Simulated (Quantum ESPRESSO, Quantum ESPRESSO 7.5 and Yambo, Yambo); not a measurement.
**PbO (P4/nmm): G0W0 with Yambo, start to end**

How does a plane-wave GW calculation on PbO (P4/nmm) run from the first input to the gap?

Program: Quantum ESPRESSO 7.5 and Yambo 5.3.0. Level of theory: PBE and many-body steps on it, plane waves. Results are calculated unless marked as measured.

The database entry behind the starting cell differs from later determinations by our own check (c about 1 % long), so it need not match the best structure at ambient conditions.

### Step 1. The starting structure

The structure is tetragonal, space group P4/nmm (No. 129). Conventional cell: a = 3.960 Å, b = 3.960 Å, c = 5.070 Å, α = 90.00°, β = 90.00°, γ = 90.00°. Nearest to Pb lie 4 O at 2.32 Å. Nearest to O lie 4 Pb at 2.32 Å. Farther neighbours and most contacts between anions are not listed.

The cell and positions come from the Crystallography Open Database and are kept as given unless a step says otherwise. Spin-orbit coupling is left out unless a step names it.

### Step 2. Ground state

This step: Quantum ESPRESSO 7.5; DFT, PBE, plane waves, norm-conserving pseudopotentials.

The ground-state density comes first.

Input file pw.in:

```
&control
  calculation = 'scf'
  prefix = 'x'
  outdir = 'o'
  pseudo_dir = 'pseudo'
/
&system
  ibrav = 0
  nat = 4
  ntyp = 2
  ecutwfc = 76.0
  nbnd = 34
  force_symmorphic = .true.
/
&electrons
  conv_thr = 1e-10
  electron_maxstep = 80
  mixing_beta = 0.5
/
ATOMIC_SPECIES
  Pb 207.2 Pb.upf
  O 15.999 O.upf
CELL_PARAMETERS angstrom
  3.9600000000 0.0000000000 0.0000000000
  0.0000000000 3.9600000000 0.0000000000
  0.0000000000 0.0000000000 5.0700000000
ATOMIC_POSITIONS crystal
  Pb 0.0000000000 0.5000000000 0.2385140000
  Pb 0.5000000000 0.0000000000 0.7614860000
  O 0.0000000000 0.0000000000 0.0000000000
  O 0.5000000000 0.5000000000 0.0000000000
K_POINTS automatic
  6 6 4 0 0 0
```

Command:

```bash
OMP_NUM_THREADS=1 mpirun -n 8 pw.x -nk 8 -in pw.in > pw.out
```

The log of the run:

```text
Program PWSCF v.7.5 starts

     This program is part of the open-source Quantum ESPRESSO suite
     for quantum simulation of materials; please cite
         "P. Giannozzi et al., J. Phys.:Condens. Matter 21 395502 (2009);
         "P. Giannozzi et al., J. Phys.:Condens. Matter 29 465901 (2017);
         "P. Giannozzi et al., J. Chem. Phys. 152 154105 (2020);
     in publications or presentations arising from this work. More details at
     Message from routine setup:
     using ibrav=0 with symmetry is DISCOURAGED, use correct ibrav instead

     G-vector sticks info

     bravais-lattice index     =            0
     lattice parameter (alat)  =       7.4833  a.u.
     unit-cell volume          =     536.5311 (a.u.)^3
     number of atoms/cell      =            4
     number of atomic types    =            2
     number of electrons       =        56.00
     number of Kohn-Sham states=           34
     kinetic-energy cutoff     =      76.0000  Ry
     charge density cutoff     =     304.0000  Ry
     scf convergence threshold =      1.0E-10
     mixing beta               =       0.5000
     number of iterations used =            8  plain     mixing
     Exchange-correlation= PBE
                           (   1   4   3   4   0   0   0)

     celldm(1)=   7.483315  celldm(2)=   0.000000  celldm(3)=   0.000000
     celldm(4)=   0.000000  celldm(5)=   0.000000  celldm(6)=   0.000000

     crystal axes: (cart. coord. in units of alat)
               a(1) = (   1.000000   0.000000   0.000000 )
               a(2) = (   0.000000   1.000000   0.000000 )
               a(3) = (   0.000000   0.000000   1.280303 )

     reciprocal axes: (cart. coord. in units 2 pi/alat)
               b(1) = (  1.000000  0.000000  0.000000 )
               b(2) = (  0.000000  1.000000  0.000000 )
               b(3) = (  0.000000  0.000000  0.781065 )
     Pseudo is Norm-conserving + core correction, Zval = 22.0
     Generated using ONCVPSP code by D. R. Hamann
     Using radial grid of 1692 points,  7 beta functions with:
     Pseudo is Norm-conserving + core correction, Zval =  6.0
     Generated using ONCVPSP code by D. R. Hamann
     Using radial grid of  936 points,  5 beta functions with:
     Pb               22.00   207.20000     Pb( 1.00)
     O                 6.00    15.99900     O ( 1.00)

      8 Sym. Ops. (no inversion) found

   Cartesian axes

     site n.     atom                  positions (alat units)
         1        Pb     tau(   1) = (   0.0000000   0.5000000   0.3053702  )
         2        Pb     tau(   2) = (   0.5000000   0.0000000   0.9749328  )
         3        O      tau(   3) = (   0.0000000   0.0000000   0.0000000  )
         4        O      tau(   4) = (   0.5000000   0.5000000   0.0000000  )

     number of k points=    30
                       cart. coord. in units 2pi/alat
        k(    1) = (   0.0000000   0.0000000   0.0000000), wk =   0.0138889
        k(    2) = (   0.0000000   0.0000000   0.1952663), wk =   0.0277778
        k(    3) = (   0.0000000   0.0000000  -0.3905325), wk =   0.0138889
        k(    4) = (   0.0000000   0.1666667   0.0000000), wk =   0.0555556
        k(    5) = (   0.0000000   0.1666667   0.1952663), wk =   0.1111111
        k(    6) = (   0.0000000   0.1666667  -0.3905325), wk =   0.0555556
        k(    7) = (   0.0000000   0.3333333   0.0000000), wk =   0.0555556
        k(    8) = (   0.0000000   0.3333333   0.1952663), wk =   0.1111111
        k(    9) = (   0.0000000   0.3333333  -0.3905325), wk =   0.0555556
        k(   10) = (   0.0000000  -0.5000000   0.0000000), wk =   0.0277778
     [... 18 further rows ...]
        k(   29) = (  -0.5000000  -0.5000000   0.1952663), wk =   0.0277778
        k(   30) = (  -0.5000000  -0.5000000  -0.3905325), wk =   0.0138889

     Dense  grid:    48109 G-vectors     FFT dimensions: (  45,  45,  54)

     Initial potential from superposition of free atoms

     starting charge      55.9957, renormalised to      56.0000
     Starting wfcs are   34 randomized atomic wfcs

     per-process dynamical memory:    47.5 Mb

     Self-consistent Calculation

     iteration #  1     ecut=    76.00 Ry     beta= 0.50

     total energy              =    -904.70528333 Ry
     estimated scf accuracy    <       1.41674277 Ry

     iteration #  2     ecut=    76.00 Ry     beta= 0.50

     total energy              =    -904.92370585 Ry
     estimated scf accuracy    <       1.96037814 Ry

     iteration #  3     ecut=    76.00 Ry     beta= 0.50

     total energy              =    -905.29375849 Ry
     estimated scf accuracy    <       0.03957023 Ry

     iteration #  4     ecut=    76.00 Ry     beta= 0.50

     total energy              =    -905.29602499 Ry
     estimated scf accuracy    <       0.00515130 Ry

     iteration #  5     ecut=    76.00 Ry     beta= 0.50

     total energy              =    -905.29686348 Ry
     estimated scf accuracy    <       0.00098721 Ry

     iteration #  6     ecut=    76.00 Ry     beta= 0.50

     total energy              =    -905.29704764 Ry
     estimated scf accuracy    <       0.00001671 Ry

     iteration #  7     ecut=    76.00 Ry     beta= 0.50

     total energy              =    -905.29704683 Ry
     estimated scf accuracy    <       0.00002526 Ry

     iteration #  8     ecut=    76.00 Ry     beta= 0.50

     total energy              =    -905.29704506 Ry
     estimated scf accuracy    <       0.00000766 Ry

     iteration #  9     ecut=    76.00 Ry     beta= 0.50

     total energy              =    -905.29704641 Ry
     estimated scf accuracy    <       0.00000005 Ry

     iteration # 10     ecut=    76.00 Ry     beta= 0.50

     total energy              =    -905.29704642 Ry
     estimated scf accuracy    <       0.00000001 Ry

     iteration # 11     ecut=    76.00 Ry     beta= 0.50

     total energy              =    -905.29704642 Ry
     estimated scf accuracy    <          1.2E-09 Ry

     iteration # 12     ecut=    76.00 Ry     beta= 0.50

     End of self-consistent calculation

          k = 0.0000 0.0000 0.0000 (  6023 PWs)   bands (ev):

  -128.2830-128.2830 -69.9774 -69.9774 -69.9769 -69.9769 -69.9736 -69.9728
    -7.8584  -7.3200  -5.5689  -5.5689  -5.5086  -5.5056  -5.4213  -5.3480
    -5.3451  -5.3451  -5.3282  -3.9810   3.2148   3.7135   6.2611   6.2611
     8.7623   8.8860   8.8860  10.4904  12.9003  16.0070  16.0704  16.0704
    17.0432  17.0433

          k = 0.0000 0.0000 0.1953 (  6003 PWs)   bands (ev):

  -128.2831-128.2829 -69.9773 -69.9773 -69.9770 -69.9770 -69.9735 -69.9729
    -7.8465  -7.3120  -5.5453  -5.5453  -5.5251  -5.4840  -5.4096  -5.3727
    -5.3727  -5.3572  -5.3400  -3.9736   2.2241   5.0873   6.3359   6.3359
     8.7449   8.8729   8.8729  10.0697  12.6311  15.0213  15.0213  15.5356
    18.3218  18.3219

          k = 0.0000 0.0000-0.3905 (  6026 PWs)   bands (ev):

  -128.2831-128.2829 -69.9772 -69.9772 -69.9770 -69.9770 -69.9734 -69.9731
    -7.8346  -7.3040  -5.5417  -5.5100  -5.5100  -5.4570  -5.4122  -5.4122
    -5.3908  -5.3715  -5.3589  -3.9664   1.7793   6.0769   6.4144   6.4144
     8.7279   8.8572   8.8572   9.4097  12.5985  14.4710  14.4710  14.8306
    19.1286  19.1286

          k = 0.0000 0.1667 0.0000 (  6013 PWs)   bands (ev):

     [... further k-points ...]

     highest occupied, lowest unoccupied level (ev):    10.4904   11.6307

!    total energy              =    -905.29704642 Ry
     estimated scf accuracy    <          2.8E-11 Ry

     The total energy is the sum of the following terms:
     one-electron contribution =    -520.71232851 Ry
     hartree contribution      =     265.95390639 Ry
     xc contribution           =    -152.79672405 Ry
     ewald contribution        =    -497.74190025 Ry

     convergence has been achieved in  12 iterations

     XML data file, charge density, pseudopotentials, collected wavefunctions

=------------------------------------------------------------------------------=
   JOB DONE.
=------------------------------------------------------------------------------=
```

Elapsed: 9.2 s, on 8 MPI ranks of Intel Xeon 6975P-C (Granite Rapids), shared host; peak memory 0.81 GiB; 72 s of CPU time.

This step gave:

| Item | Value |
| --- | --- |
| total energy | -12317.1938 eV |
| gap | 1.140 eV |
| k of the valence top | 0, 0, 0 |
| k of the conduction bottom | -0.5, -0.5, 0 |
| least direct gap | 2.140 eV |

The gap is indirect, with the least direct gap 1.00 eV higher.

### Step 3. Bands along the symmetry lines

Levels along a band path, at the cheap level, show where the edges lie and whether the meshes to come will hold them.

Input file pw.in:

```
&control
  calculation = 'bands'
  prefix = 'x'
  outdir = 'o'
  pseudo_dir = 'pseudo'
/
&system
  ibrav = 0
  nat = 4
  ntyp = 2
  ecutwfc = 76.0
  nbnd = 34
  force_symmorphic = .true.
/
&electrons
  conv_thr = 1e-9
  electron_maxstep = 80
  diago_full_acc = .true.
  diago_thr_init = 5e-6
/
ATOMIC_SPECIES
  Pb 207.2 Pb.upf
  O 15.999 O.upf
CELL_PARAMETERS angstrom
  3.9600000000 0.0000000000 0.0000000000
  0.0000000000 3.9600000000 0.0000000000
  0.0000000000 0.0000000000 5.0700000000
ATOMIC_POSITIONS crystal
  Pb 0.0000000000 0.5000000000 0.2385140000
  Pb 0.5000000000 0.0000000000 0.7614860000
  O 0.0000000000 0.0000000000 0.0000000000
  O 0.5000000000 0.5000000000 0.0000000000
K_POINTS crystal
  75
  0.00000000 0.00000000 0.00000000 1
  0.00000000 0.06250000 0.00000000 1
  0.00000000 0.12500000 0.00000000 1
  0.00000000 0.18750000 0.00000000 1
  0.00000000 0.25000000 0.00000000 1
  0.00000000 0.31250000 0.00000000 1
  0.00000000 0.37500000 0.00000000 1
  0.00000000 0.43750000 0.00000000 1
  0.00000000 0.50000000 0.00000000 1
  0.06250000 0.50000000 0.00000000 1
  0.12500000 0.50000000 0.00000000 1
  0.18750000 0.50000000 0.00000000 1
  0.25000000 0.50000000 0.00000000 1
  0.31250000 0.50000000 0.00000000 1
  0.37500000 0.50000000 0.00000000 1
  0.43750000 0.50000000 0.00000000 1
  0.50000000 0.50000000 0.00000000 1
  0.43750000 0.43750000 0.00000000 1
  0.37500000 0.37500000 0.00000000 1
  0.31250000 0.31250000 0.00000000 1
  0.25000000 0.25000000 0.00000000 1
  0.18750000 0.18750000 0.00000000 1
  0.12500000 0.12500000 0.00000000 1
  0.06250000 0.06250000 0.00000000 1
  0.00000000 0.00000000 0.00000000 1
  0.00000000 0.00000000 0.06250000 1
  0.00000000 0.00000000 0.12500000 1
  0.00000000 0.00000000 0.18750000 1
  0.00000000 0.00000000 0.25000000 1
  0.00000000 0.00000000 0.31250000 1
  0.00000000 0.00000000 0.37500000 1
  0.00000000 0.00000000 0.43750000 1
  0.00000000 0.00000000 0.50000000 1
  0.00000000 0.06250000 0.50000000 1
  0.00000000 0.12500000 0.50000000 1
  0.00000000 0.18750000 0.50000000 1
  0.00000000 0.25000000 0.50000000 1
  0.00000000 0.31250000 0.50000000 1
  0.00000000 0.37500000 0.50000000 1
  0.00000000 0.43750000 0.50000000 1
  0.00000000 0.50000000 0.50000000 1
  0.06250000 0.50000000 0.50000000 1
  0.12500000 0.50000000 0.50000000 1
  0.18750000 0.50000000 0.50000000 1
  0.25000000 0.50000000 0.50000000 1
  0.31250000 0.50000000 0.50000000 1
  0.37500000 0.50000000 0.50000000 1
  0.43750000 0.50000000 0.50000000 1
  0.50000000 0.50000000 0.50000000 1
  0.43750000 0.43750000 0.50000000 1
  0.37500000 0.37500000 0.50000000 1
  0.31250000 0.31250000 0.50000000 1
  0.25000000 0.25000000 0.50000000 1
  0.18750000 0.18750000 0.50000000 1
  0.12500000 0.12500000 0.50000000 1
  0.06250000 0.06250000 0.50000000 1
  0.00000000 0.00000000 0.50000000 1
  0.00000000 0.50000000 0.00000000 1
  0.00000000 0.50000000 0.06250000 1
  0.00000000 0.50000000 0.12500000 1
  0.00000000 0.50000000 0.18750000 1
  0.00000000 0.50000000 0.25000000 1
  0.00000000 0.50000000 0.31250000 1
  0.00000000 0.50000000 0.37500000 1
  0.00000000 0.50000000 0.43750000 1
  0.00000000 0.50000000 0.50000000 1
  0.50000000 0.50000000 0.00000000 1
  0.50000000 0.50000000 0.06250000 1
  0.50000000 0.50000000 0.12500000 1
  0.50000000 0.50000000 0.18750000 1
  0.50000000 0.50000000 0.25000000 1
  0.50000000 0.50000000 0.31250000 1
  0.50000000 0.50000000 0.37500000 1
  0.50000000 0.50000000 0.43750000 1
  0.50000000 0.50000000 0.50000000 1
```

The log of the run:

```text
[banner, memory and clock lines left out]
Program PWSCF v.7.5 starts

     Atomic positions and unit cell read from directory:
     o/x.save/

     Message from routine setup:
     using ibrav=0 with symmetry is DISCOURAGED, use correct ibrav instead

     G-vector sticks info

     bravais-lattice index     =            0
     lattice parameter (alat)  =       7.4833  a.u.
     unit-cell volume          =     536.5311 (a.u.)^3
     number of atoms/cell      =            4
     number of atomic types    =            2
     number of electrons       =        56.00
     number of Kohn-Sham states=           34
     kinetic-energy cutoff     =      76.0000  Ry
     charge density cutoff     =     304.0000  Ry
     Exchange-correlation= PBE
                           (   1   4   3   4   0   0   0)

     celldm(1)=   7.483315  celldm(2)=   0.000000  celldm(3)=   0.000000
     celldm(4)=   0.000000  celldm(5)=   0.000000  celldm(6)=   0.000000

     crystal axes: (cart. coord. in units of alat)
               a(1) = (   1.000000   0.000000   0.000000 )
               a(2) = (   0.000000   1.000000   0.000000 )
               a(3) = (   0.000000   0.000000   1.280303 )

     reciprocal axes: (cart. coord. in units 2 pi/alat)
               b(1) = (  1.000000  0.000000  0.000000 )
               b(2) = (  0.000000  1.000000  0.000000 )
               b(3) = (  0.000000  0.000000  0.781065 )
     Pseudo is Norm-conserving + core correction, Zval = 22.0
     Generated using ONCVPSP code by D. R. Hamann
     Using radial grid of 1692 points,  7 beta functions with:
     Pseudo is Norm-conserving + core correction, Zval =  6.0
     Generated using ONCVPSP code by D. R. Hamann
     Using radial grid of  936 points,  5 beta functions with:
     Pb               22.00   207.20000     Pb( 1.00)
     O                 6.00    15.99900     O ( 1.00)

      8 Sym. Ops. (no inversion) found

   Cartesian axes

     site n.     atom                  positions (alat units)
         1        Pb     tau(   1) = (   0.0000000   0.5000000   0.3053702  )
         2        Pb     tau(   2) = (   0.5000000   0.0000000   0.9749328  )
         3        O      tau(   3) = (   0.0000000   0.0000000   0.0000000  )
         4        O      tau(   4) = (   0.5000000   0.5000000   0.0000000  )

     number of k points=    75
                       cart. coord. in units 2pi/alat
        k(    1) = (   0.0000000   0.0000000   0.0000000), wk =   0.0266667
        k(    2) = (   0.0000000   0.0625000   0.0000000), wk =   0.0266667
        k(    3) = (   0.0000000   0.1250000   0.0000000), wk =   0.0266667
[...]
[... 63 further rows ...]
        k(   74) = (   0.5000000   0.5000000   0.3417160), wk =   0.0266667
        k(   75) = (   0.5000000   0.5000000   0.3905325), wk =   0.0266667

     Dense  grid:    48109 G-vectors     FFT dimensions: (  45,  45,  54)

     The potential is recalculated from file :
     o/x.save/charge-density

     Starting wfcs are   34 randomized atomic wfcs

     Band Structure Calculation

     End of band structure calculation

          k = 0.0000 0.0000 0.0000 (  6023 PWs)   bands (ev):

  -128.2830-128.2830 -69.9774 -69.9774 -69.9769 -69.9769 -69.9736 -69.9728
    -7.8584  -7.3200  -5.5689  -5.5689  -5.5086  -5.5056  -5.4213  -5.3480
    -5.3451  -5.3451  -5.3282  -3.9810   3.2148   3.7136   6.2611   6.2611
     8.7623   8.8860   8.8860  10.4904  12.9003  16.0071  16.0704  16.0704
    17.0432  17.0432

          k = 0.0000 0.0625 0.0000 (  6021 PWs)   bands (ev):

  -128.2830-128.2830 -69.9774 -69.9774 -69.9769 -69.9769 -69.9736 -69.9728
[...]
16.8800  17.0634

          k = 0.0000 0.1250 0.0000 (  6015 PWs)   bands (ev):

  -128.2831-128.2830 -69.9774 -69.9774 -69.9770 -69.9769 -69.9736 -69.9728
[...]
16.5157  17.1201

[...]
k = 0.5000 0.5000 0.3417 (  5984 PWs)   bands (ev):

  -128.2830-128.2830 -69.9775 -69.9775 -69.9772 -69.9772 -69.9732 -69.9732
[...]
16.2460  16.2460

          k = 0.5000 0.5000 0.3905 (  5984 PWs)   bands (ev):

  -128.2830-128.2830 -69.9775 -69.9775 -69.9772 -69.9772 -69.9732 -69.9732
[...]
-5.3628  -5.3628  -4.4549  -4.4549   2.3599   2.3599   6.5838   6.5838
     8.1891   8.1891   9.4889   9.4889  13.8403  13.8403  15.1573  15.1573
    16.2625  16.2625

     XML data file, pseudopotentials, collected wavefunctions
```

Wall time 4.8 s (8 MPI ranks); peak memory 0.68 GiB.

Numbers from this step:

```
gap                        : 1.139 eV
k of the valence top       : 0, 0.0625, 0
k of the conduction bottom : 0.5, 0.5, 0
least direct gap           : 2.140 eV
```

The gap is 1.139 eV, −0.001 eV from the run before at this level.

Electronic bands along the path, in eV, zero at the top of the highest filled band:

```csv
point,band 25,band 26,band 27,band 28,band 29,band 30,band 31,band 32
Γ,-1.73,-1.61,-1.61,0.00,2.41,5.52,5.58,5.58
halfway,-2.52,-2.01,-1.95,-0.26,3.54,3.54,5.47,5.91
X,-2.96,-2.96,-1.74,-1.74,3.32,3.32,6.61,6.61
halfway,-2.21,-2.21,-1.45,-1.45,2.46,2.46,5.39,5.39
M,-1.76,-1.76,-1.00,-1.00,1.14,1.14,5.20,5.20
halfway,-2.86,-2.74,-1.23,-0.55,3.02,3.36,4.71,5.17
Γ,-1.73,-1.61,-1.61,0.00,2.41,5.52,5.58,5.58
halfway,-1.75,-1.62,-1.62,-0.42,2.14,4.53,4.53,5.04
Z,-1.76,-1.63,-1.63,-1.08,2.11,3.98,3.98,4.34
halfway,-2.34,-2.03,-1.18,-1.04,2.28,3.17,4.61,6.58
R,-2.93,-2.93,-1.07,-1.07,3.01,3.01,6.31,6.31
halfway,-1.72,-1.72,-1.53,-1.53,3.36,3.36,4.57,4.57
A,-2.30,-2.30,-1.00,-1.00,3.35,3.35,4.67,4.67
halfway,-2.76,-1.64,-1.23,-1.15,2.47,3.63,3.85,6.42
Z,-1.76,-1.63,-1.63,-1.08,2.11,3.98,3.98,4.34
jump to X,-2.96,-2.96,-1.74,-1.74,3.32,3.32,6.61,6.61
halfway,-2.95,-2.95,-1.36,-1.36,3.16,3.16,6.47,6.47
R,-2.93,-2.93,-1.07,-1.07,3.01,3.01,6.31,6.31
jump to M,-1.76,-1.76,-1.00,-1.00,1.14,1.14,5.20,5.20
halfway,-2.04,-2.04,-1.00,-1.00,1.95,1.95,5.52,5.52
A,-2.30,-2.30,-1.00,-1.00,3.35,3.35,4.67,4.67
```

(Continued in part 2 of 3.)

[Paths, hosts, dates, memory and timing lines, banners, echoed tables and standing remarks are left out of the program output.]

[Logs are printed without paths, hosts, clocks, repeated set-up lines and the standing remarks that a program may print on its own settings, such as how far it seeks lower states.]

[Runs of the session that timed out or met a known fault of the program may be left out.]

[Hosts, paths, dates, database ids (printed as entryN), source tags and the programs' standing remarks are cut or masked in the printed files.]
